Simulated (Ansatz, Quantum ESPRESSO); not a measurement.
# SmAl (Pm-3m): electron-phonon coupling, part 2 of 4

Aim: phonons of metallic SmAl (Pm-3m) and how strongly they couple to the electrons.

Quantum ESPRESSO 7.5; DFT PBEsol, scalar-relativistic, plane waves, PseudoDojo norm-conserving, 4f in core pseudopotentials.

So far. Step 2 (A first look): No gap opens on this mesh, so smearing is kept; the start stands at -2.6 GPa. Step 4 (Ground state): The cell stands at -0.12 GPa, close enough for phonons. The relaxed cell has a = 3.620 Å (conventional setting).

## Step 7: Phonons on a q mesh

Linear response treats each wavevector in the unit cell, with no supercell; the 2×2×2 mesh fixes the range of the force constants to be had. The change of the potential is kept for the electron-phonon matrix elements.

File ph.in:

```
phonons
&inputph
   prefix = 'x'
   outdir = './tmp'
   fildyn = 'x.dyn'
   tr2_ph = 1.0d-18
   alpha_mix(1) = 0.4
   nmix_ph = 8
   ldisp = .true.
   nq1 = 2
   nq2 = 2
   nq3 = 2
   electron_phonon = 'interpolated'
   fildvscf = 'dvscf'
   el_ph_sigma = 0.005
   el_ph_nsigma = 10
/
```

Command:

```
> OMP_NUM_THREADS=1 mpirun -n 4 ph.x -nk 4 -in ph.in > ph.out
```

Output:

```text
[banners, grids, parts of the stress and lines that vanish by symmetry left out]
[banner, memory and clock lines left out]
Program PHONON v.7.5

     ./tmp/x.save/

     IMPORTANT: XC functional enforced from input :
     Exchange-correlation= PBESOL
                           (   1   4  10   8   0   0   0)
     Any further DFT definition will be discarded
     Please, verify this is what you really want

     G-vector sticks info

     Reading collected, re-writing distributed wavefunctions in ./tmp/

     Dynamical matrices for ( 2, 2, 2)  uniform grid of q-points
     (   4 q-points):
       N         xq(1)         xq(2)         xq(3)
       1   0.000000000   0.000000000   0.000000000
       2   0.000000000   0.000000000  -0.500000000
       3   0.000000000  -0.500000000  -0.500000000
       4  -0.500000000  -0.500000000  -0.500000000

     Number and degeneracy of irreps per q-point
       N         xq(1)         xq(2)         xq(3)   N irreps
       1   0.000000000   0.000000000   0.000000000       2
        3   3
       2   0.000000000   0.000000000  -0.500000000       4
[...]
3   0.000000000  -0.500000000  -0.500000000       4
[...]
4  -0.500000000  -0.500000000  -0.500000000       2
        3   3

     Saving dvscf to file. Distribute only q points, not irreducible representations.

     Calculation of q =    0.0000000   0.0000000   0.0000000

     phonons

     bravais-lattice index     =            1
     lattice parameter (alat)  =       6.8418  a.u.
     unit-cell volume          =     320.2593 (a.u.)^3
     number of atoms/cell      =            2
     number of atomic types    =            2
     kinetic-energy cut-off    =      42.0000  Ry
     charge density cut-off    =     168.0000  Ry
     convergence threshold     =      1.0E-18
     beta                      =       0.4000
     number of iterations used =            8
     Exchange-correlation= PBESOL
                           (   1   4  10   8   0   0   0)

     celldm(1)=    6.84175  celldm(2)=    0.00000  celldm(3)=    0.00000
     celldm(4)=    0.00000  celldm(5)=    0.00000  celldm(6)=    0.00000

     crystal axes: (cart. coord. in units of alat)
               a(1) = (  1.0000  0.0000  0.0000 )
               a(2) = (  0.0000  1.0000  0.0000 )
               a(3) = (  0.0000  0.0000  1.0000 )

     reciprocal axes: (cart. coord. in units 2 pi/alat)
               b(1) = (  1.0000  0.0000  0.0000 )
               b(2) = (  0.0000  1.0000  0.0000 )
               b(3) = (  0.0000  0.0000  1.0000 )

     Atoms inside the unit cell:

     Cartesian axes

     site n.  atom      mass           positions (alat units)
        1  Sm    150.3600   tau(    1) = (    0.50000    0.50000    0.50000  )
        2  Al     26.9815   tau(    2) = (    0.00000    0.00000    0.00000  )

     Computing dynamical matrix for
                    q = (   0.0000000   0.0000000   0.0000000 )

     49 Sym.Ops. (with q -> -q+G )

     G cutoff =  199.1976  (  11753 G-vectors)     FFT grid: ( 30, 30, 30)

     number of k points=    35  Gaussian smearing, width (Ry)=  0.0200

     PseudoPot. # 1 for Sm read from file:
     ./pseudo/Sm.upf
     Pseudo is Norm-conserving + core correction, Zval = 11.0

     PseudoPot. # 2 for Al read from file:
     ./pseudo/Al.upf
     Pseudo is Norm-conserving + core correction, Zval =  3.0

     Mode symmetry, O_h (m-3m)  point group:

     Atomic displacements:
     There are    2 irreducible representations

     Representation     1      3 modes -  To be done

     Representation     2      3 modes -  To be done

     Alpha used in Ewald sum =   1.7000

     Representation #   1 modes #   1   2   3

     Self-consistent Calculation
      thresh= 1.000E-02 alpha_mix =  0.400 |ddv_scf|^2 =  2.695E-08
      thresh= 1.642E-05 alpha_mix =  0.400 |ddv_scf|^2 =  1.510E-09
      thresh= 3.886E-06 alpha_mix =  0.400 |ddv_scf|^2 =  1.879E-10
      thresh= 1.371E-06 alpha_mix =  0.400 |ddv_scf|^2 =  1.312E-12
[...]
End of self-consistent calculation

     Convergence has been achieved

     Representation #   2 modes #   4   5   6

     Self-consistent Calculation
[...]
End of self-consistent calculation

     Convergence has been achieved

     Number of q in the star =    1
     List of q in the star:
[...]
Diagonalizing the dynamical matrix

     q = (    0.000000000   0.000000000   0.000000000 )

 **************************************************************************
     freq (    1) =      -0.139070 [THz] =      -4.638862 [cm-1]
     freq (    2) =      -0.139070 [THz] =      -4.638862 [cm-1]
     freq (    3) =      -0.139070 [THz] =      -4.638862 [cm-1]
     freq (    4) =       6.508866 [THz] =     217.112403 [cm-1]
     freq (    5) =       6.508866 [THz] =     217.112403 [cm-1]
     freq (    6) =       6.508866 [THz] =     217.112403 [cm-1]
 **************************************************************************

     Mode symmetry, O_h (m-3m)  point group:

     freq (   1-   3) =         -4.6  [cm-1]   --> T_1u G_15  G_4- I
     freq (   4-   6) =        217.1  [cm-1]   --> T_1u G_15  G_4- I
     Electron-phonon interaction  ...

     [... narrower broadenings left out ...]
     Gaussian Broadening:   0.020 Ry, ngauss=   0
     DOS =  4.448025 states/spin/Ry/Unit Cell at Ef= 10.135051 eV
     lambda(    1)=  0.0000   gamma=    0.01 GHz
     lambda(    2)=  0.0000   gamma=    0.01 GHz
     lambda(    3)=  0.0000   gamma=    0.01 GHz
     lambda(    4)=  0.0060   gamma=    1.08 GHz
     lambda(    5)=  0.0060   gamma=    1.08 GHz
     lambda(    6)=  0.0060   gamma=    1.08 GHz
     [... wider broadenings left out ...]

     Number of q in the star =    1
     List of q in the star:
[...]
Calculation of q =    0.0000000   0.0000000  -0.5000000
     [... set-up and bands at k+q left out ...]

     Mode symmetry, D_4h(4/mmm) point group:

     Atomic displacements:
     There are    4 irreducible representations

     Representation     1      1 modes -  To be done

     Representation     2      2 modes -  To be done

[...]
Message from routine init_vloc:
     Interpolation table for Vloc re-allocated

     Alpha used in Ewald sum =   1.7000

     Representation #   1 mode #   1

     Self-consistent Calculation

[...]
[... iterations left out ...]
[...]
End of self-consistent calculation

     Convergence has been achieved

     Representation #   2 modes #   2   3

     Self-consistent Calculation

[...]
[... iterations left out ...]
[...]
End of self-consistent calculation

     Convergence has been achieved

     Representation #   3 mode #   4

[...]
[... iterations left out ...]
[...]
Convergence has been achieved

     Representation #   4 modes #   5   6

[...]
[... iterations left out ...]
[...]
Convergence has been achieved

     Number of q in the star =    3
     List of q in the star:
[...]
Diagonalizing the dynamical matrix

     q = (    0.000000000   0.000000000  -0.500000000 )

 **************************************************************************
     freq (    1) =       2.549034 [THz] =      85.026616 [cm-1]
     freq (    2) =       2.549034 [THz] =      85.026616 [cm-1]
     freq (    3) =       3.887409 [THz] =     129.670015 [cm-1]
     freq (    4) =       6.442428 [THz] =     214.896267 [cm-1]
     freq (    5) =       6.442428 [THz] =     214.896267 [cm-1]
     freq (    6) =       6.558195 [THz] =     218.757843 [cm-1]
 **************************************************************************

     Mode symmetry, D_4h(4/mmm) point group:

     freq (   1-   2) =         85.0  [cm-1]   --> E_g  X_5  M_5
     freq (   3-   3) =        129.7  [cm-1]   --> A_1g X_1  M_1
     freq (   4-   5) =        214.9  [cm-1]   --> E_u  X_5' M_5'
     freq (   6-   6) =        218.8  [cm-1]   --> A_2u X_4' M_4'
     Electron-phonon interaction  ...

     [... narrower broadenings left out ...]
     Gaussian Broadening:   0.020 Ry, ngauss=   0
     DOS =  4.448025 states/spin/Ry/Unit Cell at Ef= 10.135051 eV
     lambda(    1)=  0.0852   gamma=    2.35 GHz
     lambda(    2)=  0.0852   gamma=    2.35 GHz
     lambda(    3)=  0.0951   gamma=    6.10 GHz
     lambda(    4)=  0.0180   gamma=    3.17 GHz
     lambda(    5)=  0.0180   gamma=    3.17 GHz
     lambda(    6)=  0.0446   gamma=    8.14 GHz
     [... wider broadenings left out ...]

     Number of q in the star =    3
     List of q in the star:
[...]
Calculation of q =    0.0000000  -0.5000000  -0.5000000
     [... set-up and bands at k+q left out ...]

     Mode symmetry, D_4h(4/mmm) point group:

     Atomic displacements:
     There are    4 irreducible representations

[...]
Alpha used in Ewald sum =   1.7000

     Representation #   1 mode #   1

[...]
Convergence has been achieved

     Representation #   2 mode #   2

[...]
Convergence has been achieved

     Representation #   3 modes #   3   4

[...]
Convergence has been achieved

     Representation #   4 modes #   5   6

[...]
Convergence has been achieved

     Number of q in the star =    3
     List of q in the star:
[...]
Diagonalizing the dynamical matrix

     q = (    0.000000000  -0.500000000  -0.500000000 )

 **************************************************************************
     freq (    1) =       0.693124 [THz] =      23.120135 [cm-1]
     freq (    2) =       0.693124 [THz] =      23.120135 [cm-1]
     freq (    3) =       1.966506 [THz] =      65.595581 [cm-1]
     freq (    4) =       6.961324 [THz] =     232.204763 [cm-1]
     freq (    5) =       7.641046 [THz] =     254.877876 [cm-1]
     freq (    6) =       7.641046 [THz] =     254.877876 [cm-1]
 **************************************************************************

     Mode symmetry, D_4h(4/mmm) point group:

     freq (   1-   2) =         23.1  [cm-1]   --> E_u  X_5' M_5'
     freq (   3-   3) =         65.6  [cm-1]   --> B_1u X_2' M_2'
     freq (   4-   4) =        232.2  [cm-1]   --> A_2u X_4' M_4'
     freq (   5-   6) =        254.9  [cm-1]   --> E_u  X_5' M_5'
     Electron-phonon interaction  ...

     [... narrower broadenings left out ...]
     Gaussian Broadening:   0.020 Ry, ngauss=   0
     DOS =  4.448025 states/spin/Ry/Unit Cell at Ef= 10.135051 eV
     lambda(    1)=  2.0635   gamma=    4.21 GHz
     lambda(    2)=  2.0635   gamma=    4.21 GHz
     lambda(    3)=  0.0335   gamma=    0.55 GHz
     lambda(    4)=  0.0006   gamma=    0.11 GHz
     lambda(    5)=  0.0202   gamma=    5.00 GHz
     lambda(    6)=  0.0202   gamma=    5.00 GHz
     [... wider broadenings left out ...]

     Number of q in the star =    3
     List of q in the star:
[...]
Calculation of q =   -0.5000000  -0.5000000  -0.5000000
     [... set-up and bands at k+q left out ...]

     Mode symmetry, O_h (m-3m)  point group:

     Atomic displacements:
     There are    2 irreducible representations

     Representation     1      3 modes -  To be done

     Representation     2      3 modes -  To be done

     Alpha used in Ewald sum =   1.7000

     Representation #   1 modes #   1   2   3

     Self-consistent Calculation

[...]
[... iterations left out ...]
[...]
End of self-consistent calculation

     Convergence has been achieved

     Representation #   2 modes #   4   5   6

     Self-consistent Calculation

      thresh= 1.000E-02 alpha_mix =  0.400 |ddv_scf|^2 =  8.239E-08

      [... iterations left out ...]
      thresh= 1.417E-10 alpha_mix =  0.400 |ddv_scf|^2 =  2.497E-21

     End of self-consistent calculation

     Convergence has been achieved

     Number of q in the star =    1
     List of q in the star:
          1  -0.500000000  -0.500000000  -0.500000000

     Diagonalizing the dynamical matrix

     q = (   -0.500000000  -0.500000000  -0.500000000 )

 **************************************************************************
     freq (    1) =       3.858829 [THz] =     128.716686 [cm-1]
     freq (    2) =       3.858829 [THz] =     128.716686 [cm-1]
     freq (    3) =       3.858829 [THz] =     128.716686 [cm-1]
     freq (    4) =       7.419073 [THz] =     247.473644 [cm-1]
     freq (    5) =       7.419073 [THz] =     247.473644 [cm-1]
     freq (    6) =       7.419073 [THz] =     247.473644 [cm-1]
 **************************************************************************

     Mode symmetry, O_h (m-3m)  point group:

     freq (   1-   3) =        128.7  [cm-1]   --> T_2g G_25' G_5+
     freq (   4-   6) =        247.5  [cm-1]   --> T_1u G_15  G_4-
     Electron-phonon interaction  ...

     [... narrower broadenings left out ...]
     Gaussian Broadening:   0.020 Ry, ngauss=   0
     DOS =  4.448025 states/spin/Ry/Unit Cell at Ef= 10.135051 eV
     lambda(    1)=  0.0324   gamma=    2.05 GHz
     lambda(    2)=  0.0314   gamma=    1.98 GHz
     lambda(    3)=  0.0328   gamma=    2.07 GHz
     lambda(    4)=  0.0339   gamma=    7.91 GHz
     lambda(    5)=  0.0342   gamma=    7.99 GHz
     lambda(    6)=  0.0340   gamma=    7.94 GHz
     [... wider broadenings left out ...]

     Number of q in the star =    1
     List of q in the star:
          1  -0.500000000  -0.500000000  -0.500000000


[key lines of the parts left out:]
the Fermi energy is    10.1269 ev
```

Wall time 5.5 min (4 MPI ranks of Arm Neoverse N1, shared host).

Numbers from this step:

| Property | Result |
| --- | --- |
| largest acoustic frequency at the zone centre before the sum rule | -4.64 cm⁻¹ |
| highest optical zone-centre mode (no LO-TO term) | 217.1 cm⁻¹ |
| lowest optical zone-centre mode | 217.1 cm⁻¹ |
| lowest mode on the q mesh (acoustic ones at the zone centre apart) | 23.12 cm⁻¹ |

Frequencies (cm⁻¹) at each irreducible wavevector; negative means imaginary. Frequencies by wavevector:

| q (fractions) | star | mode 1 | mode 2 | mode 3 | mode 4 | mode 5 | mode 6 |
| --- | --- | --- | --- | --- | --- | --- | --- |
| 0 0 0 | 1 | -4.64 | -4.64 | -4.64 | 217.1 | 217.1 | 217.1 |
| 0 0 -0.5 | 3 | 85.03 | 85.03 | 129.7 | 214.9 | 214.9 | 218.8 |
| 0 -0.5 -0.5 | 3 | 23.12 | 23.12 | 65.6 | 232.2 | 254.9 | 254.9 |
| -0.5 -0.5 -0.5 | 1 | 128.7 | 128.7 | 128.7 | 247.5 | 247.5 | 247.5 |

Couplings of single modes at a Gaussian broadening of 0.02 Ry, as ph.x prints them; it sets λ to zero for modes under 20 cm⁻¹. Mode couplings:

| q (fractions) | mode | frequency (cm⁻¹) | λ | linewidth γ (GHz) |
| --- | --- | --- | --- | --- |
| 0 0 -0.5 | 1 | 85.03 | 0.0852 | 2.35 |
| 0 0 -0.5 | 2 | 85.03 | 0.0852 | 2.35 |
| 0 0 -0.5 | 3 | 129.7 | 0.0951 | 6.1 |
| 0 0 -0.5 | 4 | 214.9 | 0.018 | 3.17 |
| 0 0 -0.5 | 5 | 214.9 | 0.018 | 3.17 |
| 0 0 -0.5 | 6 | 218.8 | 0.0446 | 8.14 |
| 0 -0.5 -0.5 | 1 | 23.12 | 2.063 | 4.21 |
| 0 -0.5 -0.5 | 2 | 23.12 | 2.063 | 4.21 |
| 0 -0.5 -0.5 | 3 | 65.6 | 0.0335 | 0.55 |
| 0 -0.5 -0.5 | 4 | 232.2 | 6.00e-4 | 0.11 |
| 0 -0.5 -0.5 | 5 | 254.9 | 0.0202 | 5 |
| 0 -0.5 -0.5 | 6 | 254.9 | 0.0202 | 5 |
| -0.5 -0.5 -0.5 | 1 | 128.7 | 0.0324 | 2.05 |
| -0.5 -0.5 -0.5 | 2 | 128.7 | 0.0314 | 1.98 |
| -0.5 -0.5 -0.5 | 3 | 128.7 | 0.0328 | 2.07 |
| -0.5 -0.5 -0.5 | 4 | 247.5 | 0.0339 | 7.91 |
| -0.5 -0.5 -0.5 | 5 | 247.5 | 0.0342 | 7.99 |
| -0.5 -0.5 -0.5 | 6 | 247.5 | 0.034 | 7.94 |

Optical modes; normalised displacements of the dynamical-matrix file. The modes at Γ (shares of kinetic energy by element, %):

| mode | frequency (cm⁻¹) | symmetry | Sm % | Al % |
| --- | --- | --- | --- | --- |
| 1 | 217.1 | T1u | 15 | 85 |
| 2 | 217.1 | T1u | 15 | 85 |
| 3 | 217.1 | T1u | 15 | 85 |

Displacements in mode 2 (217.1 cm⁻¹), the largest set to 1:
```
Sm1  0.00  0.00 -0.18
Al2  0.00  0.00  1.00
```

The acoustic modes at Γ come out as far as 4.6 cm⁻¹ from zero, where they should vanish, a small numerical error.

## Step 8: Fourier transform to real space

The dynamical matrices of the mesh are Fourier-transformed to force constants in real space.

File q2r.in:

```
&input
   fildyn = 'x.dyn'
   zasr = 'crystal'
   flfrc = 'x.fc'
   la2F = .true.
/
```

Command:

```
> q2r.x < q2r.in > q2r.out
```

Output:

```text
[banners, grids, parts of the stress and lines that vanish by symmetry left out]
[banner, memory and clock lines left out]
Program Q2R v.7.5

  reading grid info from file x.dyn0

  reading force constants from file x.dyn1
  Dielectric Tensor not found
  nqs=            1
 q=   0.00000000  0.00000000  0.00000000
  reading force constants from file x.dyn2
  nqs=            3
 q=   0.00000000  0.00000000 -0.50000000
[...]
reading force constants from file x.dyn3
  nqs=            3
[...]
q=  -0.50000000  0.00000000 -0.50000000
  reading force constants from file x.dyn4
  nqs=            1
 q=  -0.50000000 -0.50000000 -0.50000000

      q-space grid ok, #points =    8

      fft-check success (sum of imaginary terms < 10^-12)

   Preparing gamma for a2F

 Broadening =      0.005
      q-space grid ok, #points =    8

      fft-check success (sum of imaginary terms < 10^-12)

 Broadening =      0.010
[...]
Broadening =      0.045
      q-space grid ok, #points =    8

      fft-check success (sum of imaginary terms < 10^-12)

 Broadening =      0.050
      q-space grid ok, #points =    8

      fft-check success (sum of imaginary terms < 10^-12)
```

The job ended after 0.52 s (1 thread).

(Part 2 of 4 ends here.)

[Host names and launcher messages were left out of these logs when they were recorded.]

[Logs are printed without paths, hosts, clocks, repeated set-up lines and the standing remarks that a program may print on its own settings, such as how far it seeks lower states.]

[Hosts, paths, dates, database ids (printed as entryN), source tags and the programs' standing remarks are cut or masked in the printed files.]
